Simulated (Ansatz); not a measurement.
# Which site? a vacancy of C in (8,8) carbon nanotube bundle (192 atoms): runs compared

At which site of (8,8) carbon nanotube bundle (192 atoms) does a vacancy of C cost least, and what about the site decides it?

Computed with Ansatz 0.2.0: Kohn-Sham DFT, PBEsol, PAW (set soft_2), plane waves.

### 1. The cell as built

The cell holds 192 atoms: 192 C. Its edges and angles: a = 14.150 Å, b = 14.150 Å, c = 14.760 Å, α = 90.0°, β = 90.0°, γ = 120.0°. It derives from C (graphene). Graphene sheet (a = 2.46 Å) rolled into a (8,8) tube of diameter 10.85 Å, 6 periods, hexagonal bundle with 3.3 Å between walls; every coordinate displaced by a Gaussian of 0.05 Å.

Limits known from the start: Only the Γ point is sampled, in a cell whose shortest periodic width is 12 Å.

### 2. The reference run

The reference is a single point at the end of the relaxation.

Every defect cell starts from the geometry of this run and is relaxed in the fixed cell.

Its input, with most atom lines left out:

```yaml
crystal:
  lattice:
    - [14.15015, 0.0, 0.0]
    - [-7.07508, 12.25439, 0.0]
    - [0.0, 0.0, 14.76]
  atoms:
    - { symbol: C, position: [0.40989, 0.05864, 0.08376] }
    - { symbol: C, position: [0.42881, 0.1158, 0.00042] }
    - { symbol: C, position: [0.44379, 0.22244, 0.00038] }
    - { symbol: C, position: [0.43981, 0.27087, 0.08366] }
    - { symbol: C, position: [0.40935, 0.35211, 0.08371] }
    - { symbol: C, position: [0.38362, 0.38449, 0.00038] }
    - { symbol: C, position: [0.3143, 0.42982, 0.00033] }
    [... atom lines 8 to 192 left out ...]
kpoints:
  mp_grid: { grid: [1, 1, 1] }
hamiltonian:
  xc: pbesol
scf:
  occupations: { method: gaussian, width: 0.05 }
output:
  forces: true
  stress: true
  populations: intrinsic
  dos:
    method: { smearing: { sigma: 0.08 } }
    de: 0.1
    projected: { site_lists: { C: [C] } }
  eigenvalues: true
  write_density: true
  write_potential: true
  volumetric_format: npy
```

| Property | Result |
| --- | --- |
| free energy per atom | -246.6156 eV/atom |
| r.m.s. force component | 0.01041 eV/Å |
| pressure | 0.5493 GPa |

No gap is quoted: a carbon tube of such indices can be metallic, and the k-points needn't hold the crossing of its bands.

### 3. The runs

Each row is one run, on 8 threads of Arm Neoverse V2, shared host. The free energy is the program's total, comparable only between runs with the same functional, potentials and atoms.

```tsv
run	atoms	outcome	ionic steps, all passes	free energy (eV)	time	host memory (GiB)
Single point at the start	192	converged	-	-47314.248	21 s	3.7
Relaxation	192	converged	5	-47350.204	81 s	3.7
Single point at the relaxed geometry	192	converged	-	-47350.204	45 s	3.8
Vacancy of C, site C1	191	converged	14	-47097.286	6.3 min	3.8
Vacancy of C, site C140	191	converged	12	-47097.247	5.6 min	3.8
Vacancy of C, site C68	191	converged	15	-47097.293	7.2 min	3.8
Vacancy of C, site C30	191	converged	13	-47097.279	6.3 min	3.8
```

In some runs the program notes that the exchange-correlation potential is rough where the density is thin.

The surroundings of site C68, the cheapest one, after relaxation: 11 atoms, nearest first, with positions taken from that point. Atoms keep their numbers of the cell before the removal, where the removed atom was number 68.

```tsv
atom	x	y	z	distance (Å)	bonds
C67	0.01	-0.35	-1.09	1.14	3
C69	-0.99	0.58	-0.26	1.18	3
C99	0.87	-0.40	1.33	1.64	2
C66	0.57	-1.68	-1.10	2.09	3
C102	-1.53	0.96	1.07	2.10	3
C98	1.06	-1.77	1.29	2.43	3
C36	-0.02	0.20	-2.44	2.44	3
C70	-1.62	1.35	-1.30	2.47	3
C100	0.31	0.13	2.47	2.49	3
C65	0.89	-2.45	0.06	2.61	3
C101	-0.89	0.87	2.37	2.68	3
```

The column of bonds counts only the pairs C-C within 1.82 Å; other neighbours, such as metal atoms beside each other in a compound, aren't counted, and periodic images can show an atom twice.

### 4. The sites compared

All these cells hold the same atoms, so their energies can be compared with no chemical potential.

```tsv
site	neighbours	mean distance (Å)	atoms within 6 Å	energy over the best site (eV)	before relaxation (eV)	gain on relaxing (eV)
C68	C3	1.42	69	0.00	0.00	1.87
C1	C3	1.42	66	0.01	0.02	1.88
C30	C3	1.42	71	0.01	0.06	1.91
C140	C3	1.42	65	0.05	0.05	1.87
```

Neighbours are those of the relaxed host within 1.82 Å (C-C); other pairs aren't counted.

### 5. Findings

The cheapest site is C68 (3 neighbours, C3); the dearest, C140 (3 neighbours, C3), costs 0.046 eV more. C1 and C30 lie within 0.02 eV of the cheapest, a tie at this tolerance. Sites with the same first shell differ by up to 0.05 eV, from their geometry, farther neighbours or both. Relaxation gains 1.9 eV and leaves the best site the same.

Caveats: Defects are neutral and interact with their images. The defect cells ran without spin polarisation, so cut bonds can't carry moments. Only 4 of the 192 C sites were tried; unless symmetry makes the others alike to these, a cheaper one may exist.

The DFT runs together took 28 min of wall time.

[Logs are printed without paths, hosts, clocks, repeated set-up lines and the standing remarks that a program may print on its own settings, such as how far it seeks lower states.]

[Hosts, paths, dates, database ids (printed as entryN), source tags and the programs' standing remarks are cut or masked in the printed files.]
